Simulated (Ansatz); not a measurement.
# How Zn(0001) screens a field

Where does the screening charge of Zn(0001) sit?

Calculated with Ansatz 0.2.0; plane-wave DFT, r2SCAN, Ansatz PAW.

## Step 1: The system as given

The cell holds 7 atoms: 7 Zn. Cell: a = 2.660 Å, b = 2.660 Å, c = 32.811 Å, α = 90.0°, β = 90.0°, γ = 60.0°. Vacuum lies along c.

## Step 2: Single point, field 0

A sawtooth potential applies the field, turning back in the middle of the vacuum. With the dipole correction the typed value is the field outside the slab. The induced dipole is small, so the SCF threshold is tight.

The input, input.yaml:

```yaml
crystal:
  lattice:
    - [2.66, 0.0, 0.0]
    - [1.33, 2.3036275741, 0.0]
    - [0.0, 0.0, 32.81088]
  atoms:
    - { symbol: Zn, position: [0.0, 0.0, 0.2742992568] }
    - { symbol: Zn, position: [0.6666666667, 0.6666666667, 0.3495328379] }
    - { symbol: Zn, position: [0.0, 0.0, 0.4247664189] }
    - { symbol: Zn, position: [0.6666666667, 0.6666666667, 0.5] }
    - { symbol: Zn, position: [0.0, 0.0, 0.5752335811] }
    - { symbol: Zn, position: [0.6666666667, 0.6666666667, 0.6504671621] }
    - { symbol: Zn, position: [0.0, 0.0, 0.7257007432] }
kpoints:
  mp_grid: { grid: [24, 24, 1] }
hamiltonian:
  xc: r2scan
scf:
  occupations: { method: fermi_dirac, width: 0.1 }
  convergence: { dr2_threshold: 1.0e-10 }
efield:
  axis: 3
  dipole_correction: true
  ramp_position: 0.97
  ramp_width: 0.06
  amplitude: 0
output:
  forces: true
  write_potential: true
  write_density: true
  volumetric_format: npy
```

Run with:

```bash
ansatz run input.yaml --threads 8 --pin off --max-ram 12288MiB --backend cpu --events-out ev --progress --plain --runs-dir out
```

The log of the run:

```text
Engine: ansatz 0.2.0, aarch64-unknown-linux-gnu
Pseudopotentials: kind: paw
Pseudopotential: Zn, paw, valence charge 12, recommended cutoff 500 eV (meta_gga), Zn.paw.azcp
Functional definition: r2SCAN
  parameter k0 = 0.174
  parameter k1 = 0.065
  parameter a1 = 4.9479
  exchange = r2scan_x(k0 = k0, k1 = k1, a1 = a1)
  correlation = r2scan_c
Crystal: 7 atoms, lattice volume = 201.054 Å³
Basis set: ecut = 500 eV, 5075 PW (Γ), exchange–correlation on 80×80×960 points (64 copies of the dense FFT grid, shifted against one another)
Bands: 51, of which v1, the nominal top of the filled ones, is band 42 counted from 1 (41 counted from 0)
Symmetry: 6 space group operations
k-points: 61 of 576 (time reversal used)
Non-local potential: Zn, projectors of the file, l = 0: 2, l = 1: 2, l = 2: 3, l = 3: 1
PAW form: soft (Blöchl's): semilocal exchange-correlation on the pseudo side does not see the compensation charge
PAW frozen core: Zn, regenerated for the run's functional (the file was generated under x = pbe(κ = 0.804, μ = 0.219515), c = pbe(β = 0.066725))
PAW one-centre angular grid: Zn, 590 points (default); XC on 261 of its mesh's 2673 points in the sphere
Initial density: superposition of atomic densities (neutral atoms: chi_scale 0, normalization atom), corrected by the library's trained network
Initial wavefunctions: pseudopotential atomic-orbital guess
Functional: x = r2scan, c = r2scan; τ floored in thin density (d = 2e-4 eV/Å³)
SCF iter   1: F=—  HF=-23279.401704 eV  |F-HF|=—  |Δ(HF+E_count)|=         —  Δρ=1.64e-2  dr2=5.93e-1  dr2_τ=7.16e-3  ethr=1.77e-3  p=-0.000 e·Å  D=-4.64e-14 V/Å  ΔV_dip=0.00 eV  dr2_dipole=1.07e-9  V_vac-E_F(+/−)=4.32/4.32 eV  ⟨swp⟩=15.4  Hψ=22238  notcnv=0  defer=37
efield: sawtooth ramp at fractional position 0.9700 (set: `efield.ramp_position`, or a place that a band, a saddle search or an elastic batch's reference lends), width 0.0600; the density the first Hamiltonian is built on has a dipole p = -0.000 e·Å; the dipole correction subtracts the counter field D = -4.64e-14 V/Å, which shifts the + side's vacuum level by +0.00 eV against the − side's; the planar-averaged density in the ramp window peaks in size at 2.9e-5 e/Å³
preconditioner: auto → LDOS  [metal: Δε(μ)=0.094 eV  Ē_g=11.309 eV  σ=0.100 eV  W_gap=0.23  n_scr=24 (ndim 8)  ℏωp=24.0 eV  f_vac=0.445  D(μ)=1.35/eV (n_scr^D=10)  β→1.0]
SCF iter   2: F=—  HF=-23279.753247 eV  |F-HF|=—  |Δ(HF+E_count)|=   3.52e-1  Δρ=2.66e-2  dr2=8.36e-1  dr2_τ=4.34e-3  ethr=7.06e-4  p=0.000 e·Å  D=3.72e-6 V/Å  ΔV_dip=-0.00 eV  dr2_dipole=9.86e-9  V_vac-E_F(+/−)=4.06/4.06 eV  ⟨swp⟩=3.3  Hψ=7105  notcnv=0  defer=72
SCF iter   3: F=—  HF=-23279.398756 eV  |F-HF|=—  |Δ(HF+E_count)|=   3.54e-1  Δρ=1.05e-2  dr2=1.31e-1  dr2_τ=2.77e-4  ethr=7.06e-4  p=0.000 e·Å  D=7.74e-7 V/Å  ΔV_dip=-0.00 eV  dr2_dipole=1.30e-10  V_vac-E_F(+/−)=4.14/4.14 eV  ⟨swp⟩=2.2  Hψ=6574  notcnv=0  defer=75
SCF iter   4: F=—  HF=-23279.328123 eV  |F-HF|=—  |Δ(HF+E_count)|=   7.06e-2  Δρ=7.30e-4  dr2=9.87e-4  dr2_τ=1.02e-5  ethr=1.56e-4  p=0.000 e·Å  D=3.62e-6 V/Å  ΔV_dip=-0.00 eV  dr2_dipole=6.21e-9  V_vac-E_F(+/−)=4.20/4.20 eV  ⟨swp⟩=2.0  Hψ=6037  notcnv=0  defer=75
SCF iter   5: F=—  HF=-23279.327653 eV  |F-HF|=—  |Δ(HF+E_count)|=   4.69e-4  Δρ=4.00e-4  dr2=2.18e-4  dr2_τ=1.07e-6  ethr=1.18e-6  p=0.000 e·Å  D=1.52e-6 V/Å  ΔV_dip=-0.00 eV  dr2_dipole=1.60e-14  V_vac-E_F(+/−)=4.21/4.21 eV  ⟨swp⟩=3.4  Hψ=8423  notcnv=0  defer=73
SCF iter   6: F=—  HF=-23279.327590 eV  |F-HF|=—  |Δ(HF+E_count)|=   6.29e-5  Δρ=1.86e-4  dr2=4.82e-5  dr2_τ=1.06e-7  ethr=2.59e-7  p=0.000 e·Å  D=1.14e-6 V/Å  ΔV_dip=-0.00 eV  dr2_dipole=1.10e-10  V_vac-E_F(+/−)=4.21/4.21 eV  ⟨swp⟩=2.0  Hψ=5065  notcnv=0  defer=73
SCF iter   7: F=—  HF=-23279.327587 eV  |F-HF|=—  |Δ(HF+E_count)|=   3.65e-6  Δρ=5.03e-5  dr2=8.65e-6  dr2_τ=9.13e-8  ethr=5.74e-8  p=0.000 e·Å  D=2.34e-7 V/Å  ΔV_dip=-0.00 eV  dr2_dipole=4.53e-13  V_vac-E_F(+/−)=4.21/4.21 eV  ⟨swp⟩=2.0  Hψ=5612  notcnv=0  defer=73
SCF iter   8: F=—  HF=-23279.327584 eV  |F-HF|=—  |Δ(HF+E_count)|=   2.82e-6  Δρ=1.60e-5  dr2=2.97e-7  dr2_τ=5.08e-9  ethr=1.03e-8  p=0.000 e·Å  D=1.59e-7 V/Å  ΔV_dip=-0.00 eV  dr2_dipole=5.42e-13  V_vac-E_F(+/−)=4.21/4.21 eV  ⟨swp⟩=2.0  Hψ=5539  notcnv=0  defer=73
SCF iter   9: F=—  HF=-23279.327603 eV  |F-HF|=—  |Δ(HF+E_count)|=   1.93e-5  Δρ=3.85e-6  dr2=2.98e-8  dr2_τ=2.71e-10  ethr=3.53e-10  p=0.000 e·Å  D=4.12e-8 V/Å  ΔV_dip=-0.00 eV  dr2_dipole=1.30e-12  V_vac-E_F(+/−)=4.21/4.21 eV  ⟨swp⟩=3.6  Hψ=7875  notcnv=0  defer=73
SCF iter  10: F=—  HF=-23279.327603 eV  |F-HF|=—  |Δ(HF+E_count)|=   2.60e-8  Δρ=3.04e-6  dr2=1.30e-8  dr2_τ=7.88e-11  ethr=3.55e-11  p=0.000 e·Å  D=5.89e-9 V/Å  ΔV_dip=-0.00 eV  dr2_dipole=2.06e-13  V_vac-E_F(+/−)=4.21/4.21 eV  ⟨swp⟩=2.0  Hψ=5765  notcnv=0  defer=73
SCF iter  11: F=—  HF=-23279.327603 eV  |F-HF|=—  |Δ(HF+E_count)|=   1.23e-9  Δρ=7.46e-7  dr2=7.75e-10  dr2_τ=1.06e-11  ethr=1.54e-11  p=0.000 e·Å  D=5.83e-9 V/Å  ΔV_dip=-0.00 eV  dr2_dipole=6.35e-15  V_vac-E_F(+/−)=4.21/4.21 eV  ⟨swp⟩=2.0  Hψ=5608  notcnv=0  defer=73
SCF iter  12: F=—  HF=-23279.327603 eV  |F-HF|=—  |Δ(HF+E_count)|=   4.05e-9  Δρ=3.16e-7  dr2=1.76e-10  dr2_τ=2.05e-12  ethr=1.00e-12  p=0.000 e·Å  D=7.55e-10 V/Å  ΔV_dip=-0.00 eV  dr2_dipole=3.21e-15  V_vac-E_F(+/−)=4.21/4.21 eV  ⟨swp⟩=2.5  Hψ=5951  notcnv=0  defer=73
iter 13 met the thresholds in force, and the SCF goes on: an eigenvalue changes by 2.54 meV, over its tolerance of 1.01 meV (output.eigenvalues, Limitations)
SCF iter  13: F=-23279.327603 eV  HF=-23279.327603 eV  |F-HF|=9.82e-11  |Δ(HF+E_count)|=  2.58e-10  Δρ=6.13e-8  dr2=6.78e-12  dr2_τ=1.95e-13  ethr=1.00e-12  p=-0.000 e·Å  D=-2.73e-9 V/Å  ΔV_dip=0.00 eV  dr2_dipole=9.72e-18  V_vac-E_F(+/−)=4.21/4.21 eV  ⟨swp⟩=16.7  Hψ=24708  notcnv=0
iter 14 met the thresholds in force, and the SCF goes on: an eigenvalue changes by 1.69 meV, over its tolerance of 1.00 meV (output.eigenvalues, Limitations)
SCF iter  14: F=-23279.327603 eV  HF=-23279.327603 eV  |F-HF|=1.06e-10  |Δ(HF+E_count)|=  1.67e-10  Δρ=2.31e-8  dr2=6.18e-13  dr2_τ=1.27e-14  ethr=1.00e-12  p=-0.000 e·Å  D=-2.51e-10 V/Å  ΔV_dip=0.00 eV  dr2_dipole=2.77e-17  V_vac-E_F(+/−)=4.21/4.21 eV  ⟨swp⟩=7.2  Hψ=19036  notcnv=0
Mixer restart at iter 14: flushing history
SCF iter  15: F=-23279.327603 eV  HF=-23279.327603 eV  |F-HF|=3.64e-11  |Δ(HF+E_count)|=  3.27e-11  Δρ=3.43e-8  dr2=3.65e-12  dr2_τ=7.86e-15  ethr=1.00e-12  p=0.000 e·Å  D=6.80e-9 V/Å  ΔV_dip=-0.00 eV  dr2_dipole=2.39e-13  V_vac-E_F(+/−)=4.21/4.21 eV  ⟨swp⟩=7.7  Hψ=19529  notcnv=0
SCF 1 converged in 15 iterations: F = -23279.327603 eV  dr2 = 3.65e-12
  greatest PAW one-centre occupation: 0.982 electrons in one spin orbital (limit 2), on the Zn atom at site 6 (counted from 0), in its partial waves of l = 2
WARN: The output density's exchange-correlation potential varies sharply where the density is thin. Do not read a vacuum level from v_tot or v_xc, or from such a field of the output density. On a cell that repeats whose density bears no net charge and no dipole along the vacuum's axis use v_es (v_loc + v_h of the components); under efield.dipole_correction with no amplitude use v_es + v_field, which holds any externa [...]
SCF converged after 15 iterations
an eigenvalue changed by more than its tolerance at an iteration that met the thresholds in force, so the SCF went on 2 times, its first undamped step at iteration 14: the last check found none over its tolerance
Free energy (F): -23279.327603 eV
Harris-Foulkes:  -23279.327603 eV  (|F-HF|=3.64e-11)
Internal energy: -23279.285010 eV  (E = F + TS)
E sigma→0 (E₀):  -23279.306307 eV
Entropy (-TS):   -0.042593 eV (-6.085 meV/atom)
Fermi energy:    3.769015 eV
Dipole field:    D = -0.000001 V/Å  (p = -0.000001 e·Å, saw-weighted, corrected)
Work function:   Φ+ = 4.2097 eV   Φ− = 4.2097 eV
Levels:          The Fermi level and band energies are counted from a zero that moves with the ramp; work functions are not
--- Per-component energies (eV) ---
  E_band       = -285.381044
  E_kinetic    = 910.582929
  E_local      = -140734.100330  (includes V_loc(G=0)·N_el)
  E_nonlocal   = 4296.676900
  E_hartree    = 69214.024090
  E_xc         = -869.417332
  E_vxc        = -379.878039  (∫ρ·V_xc dr)
  E_paw        = -12924.391182  (= ΣΔE_a)
  E_vpaw       = -2829.029858  (= ΣTr[D̂ρ^β])
  E_aug_tail   = -0.000221  (compensation charges beyond the density's cutoff)
  E_vtau       = 22.319782  (kinetic-family band-sum trace: ∫τ·v_τ [+ j·A + Jᵃ·Aᵃ] dr)
  E_efield     = 0.000000  (sawtooth field / dipole correction)
  E_vefield    = 0.000000  (∫n·V_field dr)
  E_ewald      = 56828.618467
  E_core_change = -1.278331  (= ΣΔE_core)
  E_smearing   = -0.042593  (= −TS)
  E_closure    = 0.000000  (closes the sum)
  Σ components = -23279.327603   (vs F -23279.327603, Δ=0.00e0)
--- Forces (eV/Å), atoms counted from 1 ---
  atom   1  Zn     0.00000000    -0.00000000     0.08468258
  atom   2  Zn    -0.00000000     0.00000000     0.04549717
  atom   3  Zn     0.00000000    -0.00000000    -0.04197014
  atom   4  Zn    -0.00000000     0.00000000    -0.00000001
  atom   5  Zn     0.00000000    -0.00000000     0.04197012
  atom   6  Zn    -0.00000000     0.00000000    -0.04549715
  atom   7  Zn     0.00000000    -0.00000000    -0.08468258
  max |Σ_I F_I| component: 6.69e-9 eV/Å
--- Band table (eV; the first three rows and the last of 61) ---
  k-point 0: bands = [... 38 lower, -3.4180, -3.2007, -2.0372, -0.4652, 0.7997, 2.8713, 4.8607, 6.7088, ... 5 higher]
  k-point 1: bands = [... 38 lower, -3.4194, -3.1194, -1.9794, -0.4225, 0.8733, 2.9259, 4.9124, 6.7583, ... 5 higher]
  k-point 2: bands = [... 38 lower, -3.4235, -2.9414, -1.8169, -0.2958, 1.0899, 3.0899, 5.0673, 6.9068, ... 5 higher]
  k-point 60: bands = [... 38 lower, 4.2357, 4.2961, 4.4614, 4.5533, 5.0074, 5.0741, 5.1751, 5.8614, ... 5 higher]
```

Wall time 63 s (8 threads of Arm Neoverse N1, shared host); peak memory 1.5 GiB.

This step gave:

| Property | Result |
| --- | --- |
| energy at zero smearing | -23279.3063 eV |
| work function, upper face | 4.210 eV |
| dipole along the normal | -7.21e-7 e·Å |

Running mean over 2.468 Å of the planar mean; the ramp of the sawtooth is left out. Electron's electrostatic potential energy less the Fermi level against z:

```csv
z (Å),electron's electrostatic potential energy less the Fermi level (eV)
4,4.21
5,4.20
6,4.14
7,3.21
8,-2.79
9,-6.10
10,-6.33
11,-6.40
12,-6.42
13,-6.45
14,-6.46
15,-6.47
16,-6.48
17,-6.47
18,-6.47
19,-6.46
20,-6.45
21,-6.41
22,-6.40
23,-6.31
24,-5.93
25,-1.44
26,3.62
27,4.17
28,4.21
29,4.21
```

Force by atom:

```csv
atom,x (eV/Å),y (eV/Å),z (eV/Å),size
Zn1,0.0000,0.0000,0.0847,0.0847
Zn2,0.0000,0.0000,0.0455,0.0455
Zn3,0.0000,0.0000,-0.0420,0.0420
Zn4,0.0000,0.0000,0.0000,0.0000
Zn5,0.0000,0.0000,0.0420,0.0420
Zn6,0.0000,0.0000,-0.0455,0.0455
Zn7,0.0000,0.0000,-0.0847,0.0847
```

The work function of the upper face is 4.21 eV.

## Step 3: Atoms held, field 0.05 V/Å

Edit input.yaml of step 2 so:

```diff
@@ -25,3 +25,3 @@
   ramp_width: 0.06
-  amplitude: 0
+  amplitude: 0.05
 output:
```

The log of the run:

```text
[...]
Crystal: 7 atoms, lattice volume = 201.054 Å³
Basis set: ecut = 500 eV, 5075 PW (Γ), exchange–correlation on 80×80×960 points (64 copies of the dense FFT grid, shifted against one another)
Bands: 51, of which v1, the nominal top of the filled ones, is band 42 counted from 1 (41 counted from 0)
Symmetry: 6 space group operations
k-points: 61 of 576 (time reversal used)
[...]
k-point 0: bands = [... 38 lower, -3.4163, -3.2008, -2.0373, -0.4653, 0.7995, 2.8712, 4.8604, 6.7064, ... 5 higher]
  k-point 1: bands = [... 38 lower, -3.4177, -3.1195, -1.9795, -0.4226, 0.8732, 2.9258, 4.9121, 6.7560, ... 5 higher]
  k-point 2: bands = [... 38 lower, -3.4218, -2.9416, -1.8170, -0.2959, 1.0898, 3.0898, 5.0670, 6.9044, ... 5 higher]
  k-point 60: bands = [... 38 lower, 4.2356, 4.2959, 4.4613, 4.5532, 5.0073, 5.0739, 5.1750, 5.8613, ... 5 higher]
[key lines of the parts left out:]
SCF converged after 14 iterations
Free energy (F): -23279.328361 eV
Fermi energy:    3.768880 eV
Dipole field:    D = 0.027271 V/Å  (p = 0.030301 e·Å, saw-weighted, corrected)
```

The job ended after 60 s (8 threads; peak memory 1.5 GiB; 7.8 min of CPU time).

The dipole is 0.0303 e·Å.

## Step 4: Atoms held, field -0.05 V/Å

Edit input.yaml of step 3 so:

```diff
@@ -25,3 +25,3 @@
   ramp_width: 0.06
-  amplitude: 0.05
+  amplitude: -0.05
 output:
```

The log of the run:

```text
[...]
Crystal: 7 atoms, lattice volume = 201.054 Å³
Basis set: ecut = 500 eV, 5075 PW (Γ), exchange–correlation on 80×80×960 points (64 copies of the dense FFT grid, shifted against one another)
Bands: 51, of which v1, the nominal top of the filled ones, is band 42 counted from 1 (41 counted from 0)
Symmetry: 6 space group operations
k-points: 61 of 576 (time reversal used)
[...]
k-point 0: bands = [... 38 lower, -3.4163, -3.2008, -2.0373, -0.4653, 0.7995, 2.8712, 4.8604, 6.7064, ... 5 higher]
  k-point 1: bands = [... 38 lower, -3.4177, -3.1195, -1.9795, -0.4226, 0.8732, 2.9258, 4.9121, 6.7560, ... 5 higher]
  k-point 2: bands = [... 38 lower, -3.4218, -2.9416, -1.8170, -0.2959, 1.0898, 3.0898, 5.0670, 6.9044, ... 5 higher]
  k-point 60: bands = [... 38 lower, 4.2356, 4.2959, 4.4613, 4.5532, 5.0073, 5.0739, 5.1750, 5.8613, ... 5 higher]
[key lines of the parts left out:]
SCF converged after 14 iterations
Free energy (F): -23279.328361 eV
Fermi energy:    3.768880 eV
Dipole field:    D = -0.027271 V/Å  (p = -0.030301 e·Å, saw-weighted, corrected)
```

Wall time 60 s (8 threads); peak memory 1.5 GiB.

The dipole is -0.0303 e·Å.

## Step 5: Atoms held, field 0.1 V/Å

Edit input.yaml of step 4 so:

```diff
@@ -25,3 +25,3 @@
   ramp_width: 0.06
-  amplitude: -0.05
+  amplitude: 0.1
 output:
```

The log of the run:

```text
[...]
Crystal: 7 atoms, lattice volume = 201.054 Å³
Basis set: ecut = 500 eV, 5075 PW (Γ), exchange–correlation on 80×80×960 points (64 copies of the dense FFT grid, shifted against one another)
Bands: 51, of which v1, the nominal top of the filled ones, is band 42 counted from 1 (41 counted from 0)
Symmetry: 6 space group operations
k-points: 61 of 576 (time reversal used)
[...]
k-point 0: bands = [... 38 lower, -3.4148, -3.2012, -2.0377, -0.4657, 0.7992, 2.8707, 4.8595, 6.6990, ... 5 higher]
  k-point 1: bands = [... 38 lower, -3.4162, -3.1199, -1.9799, -0.4230, 0.8728, 2.9253, 4.9112, 6.7486, ... 5 higher]
  k-point 2: bands = [... 38 lower, -3.4203, -2.9419, -1.8174, -0.2963, 1.0894, 3.0893, 5.0662, 6.8970, ... 5 higher]
  k-point 60: bands = [... 38 lower, 4.2352, 4.2955, 4.4609, 4.5528, 5.0068, 5.0735, 5.1747, 5.8609, ... 5 higher]
[key lines of the parts left out:]
SCF converged after 16 iterations
Free energy (F): -23279.330633 eV
Fermi energy:    3.768475 eV
Dipole field:    D = 0.054556 V/Å  (p = 0.060617 e·Å, saw-weighted, corrected)
```

Run time: 66 s. Hardware: 8 threads; peak memory 1.5 GiB; 8.7 min of CPU time.

The dipole is 0.0606 e·Å.

## Step 6: Single point, field -0.1 V/Å

Edit input.yaml of step 5 so:

```diff
@@ -25,3 +25,3 @@
   ramp_width: 0.06
-  amplitude: 0.1
+  amplitude: -0.1
 output:
```

The log of the run:

```text
[...]
Crystal: 7 atoms, lattice volume = 201.054 Å³
Basis set: ecut = 500 eV, 5075 PW (Γ), exchange–correlation on 80×80×960 points (64 copies of the dense FFT grid, shifted against one another)
Bands: 51, of which v1, the nominal top of the filled ones, is band 42 counted from 1 (41 counted from 0)
Symmetry: 6 space group operations
k-points: 61 of 576 (time reversal used)
[...]
k-point 0: bands = [... 38 lower, -3.4148, -3.2012, -2.0377, -0.4657, 0.7992, 2.8707, 4.8595, 6.6990, ... 5 higher]
  k-point 1: bands = [... 38 lower, -3.4162, -3.1199, -1.9799, -0.4230, 0.8728, 2.9253, 4.9112, 6.7486, ... 5 higher]
  k-point 2: bands = [... 38 lower, -3.4203, -2.9419, -1.8174, -0.2963, 1.0894, 3.0893, 5.0662, 6.8970, ... 5 higher]
  k-point 60: bands = [... 38 lower, 4.2352, 4.2955, 4.4609, 4.5528, 5.0068, 5.0735, 5.1747, 5.8609, ... 5 higher]
[key lines of the parts left out:]
SCF converged after 16 iterations
Free energy (F): -23279.330633 eV
Fermi energy:    3.768475 eV
Dipole field:    D = -0.054555 V/Å  (p = -0.060616 e·Å, saw-weighted, corrected)
```

Elapsed: 66 s, on 8 threads; peak memory 1.5 GiB; 8.7 min of CPU time.

The dipole is -0.0606 e·Å.

## Step 7: Atoms held, field 0.2 V/Å

Edit input.yaml of step 6 so:

```diff
@@ -25,3 +25,3 @@
   ramp_width: 0.06
-  amplitude: -0.1
+  amplitude: 0.2
 output:
```

The log of the run:

```text
[...]
Crystal: 7 atoms, lattice volume = 201.054 Å³
Basis set: ecut = 500 eV, 5075 PW (Γ), exchange–correlation on 80×80×960 points (64 copies of the dense FFT grid, shifted against one another)
Bands: 51, of which v1, the nominal top of the filled ones, is band 42 counted from 1 (41 counted from 0)
Symmetry: 6 space group operations
k-points: 61 of 576 (time reversal used)
[...]
k-point 0: bands = [... 38 lower, -3.4126, -3.2027, -2.0392, -0.4673, 0.7977, 2.8689, 4.8561, 6.6647, ... 5 higher]
  k-point 1: bands = [... 38 lower, -3.4140, -3.1215, -1.9814, -0.4246, 0.8713, 2.9235, 4.9078, 6.7142, ... 5 higher]
  k-point 2: bands = [... 38 lower, -3.4182, -2.9435, -1.8189, -0.2979, 1.0879, 3.0875, 5.0627, 6.8626, ... 5 higher]
  k-point 60: bands = [... 38 lower, 4.2335, 4.2939, 4.4593, 4.5512, 5.0051, 5.0720, 5.1733, 5.8594, ... 5 higher]
[key lines of the parts left out:]
SCF converged after 17 iterations
Free energy (F): -23279.339724 eV
Fermi energy:    3.766843 eV
Dipole field:    D = 0.109112 V/Å  (p = 0.121234 e·Å, saw-weighted, corrected)
```

Wall time 70 s (8 threads); peak memory 1.5 GiB; 9.2 min of CPU time.

The dipole is 0.121 e·Å.

## Step 8: Atoms held, field -0.2 V/Å

Edit input.yaml of step 7 so:

```diff
@@ -25,3 +25,3 @@
   ramp_width: 0.06
-  amplitude: 0.2
+  amplitude: -0.2
 output:
```

The log of the run:

```text
[...]
Crystal: 7 atoms, lattice volume = 201.054 Å³
Basis set: ecut = 500 eV, 5075 PW (Γ), exchange–correlation on 80×80×960 points (64 copies of the dense FFT grid, shifted against one another)
Bands: 51, of which v1, the nominal top of the filled ones, is band 42 counted from 1 (41 counted from 0)
Symmetry: 6 space group operations
k-points: 61 of 576 (time reversal used)
[...]
k-point 0: bands = [... 38 lower, -3.4126, -3.2027, -2.0392, -0.4673, 0.7977, 2.8689, 4.8561, 6.6647, ... 5 higher]
  k-point 1: bands = [... 38 lower, -3.4140, -3.1215, -1.9814, -0.4246, 0.8713, 2.9235, 4.9078, 6.7142, ... 5 higher]
  k-point 2: bands = [... 38 lower, -3.4182, -2.9435, -1.8189, -0.2979, 1.0879, 3.0875, 5.0627, 6.8626, ... 5 higher]
  k-point 60: bands = [... 38 lower, 4.2335, 4.2939, 4.4593, 4.5512, 5.0051, 5.0720, 5.1733, 5.8594, ... 5 higher]
[key lines of the parts left out:]
SCF converged after 18 iterations
Free energy (F): -23279.339724 eV
Fermi energy:    3.766842 eV
Dipole field:    D = -0.109102 V/Å  (p = -0.121223 e·Å, saw-weighted, corrected)
```

Run time: 69 s. Hardware: 8 threads; peak memory 1.5 GiB.

The dipole is -0.121 e·Å.

[end of part 1 of 2]

[Long decimals in the printed logs are rounded to 6 places.]

[Logs are printed without paths, hosts, clocks, repeated set-up lines and the standing remarks that a program may print on its own settings, such as how far it seeks lower states.]

[Hosts, paths, dates, database ids (printed as entryN), source tags and the programs' standing remarks are cut or masked in the printed files.]

[Maps of the electrostatic potential energy from Ansatz leave out the sawtooth potential of an applied field or a dipole correction, so their vacuum need not be flat; planar profiles and work functions include it.]
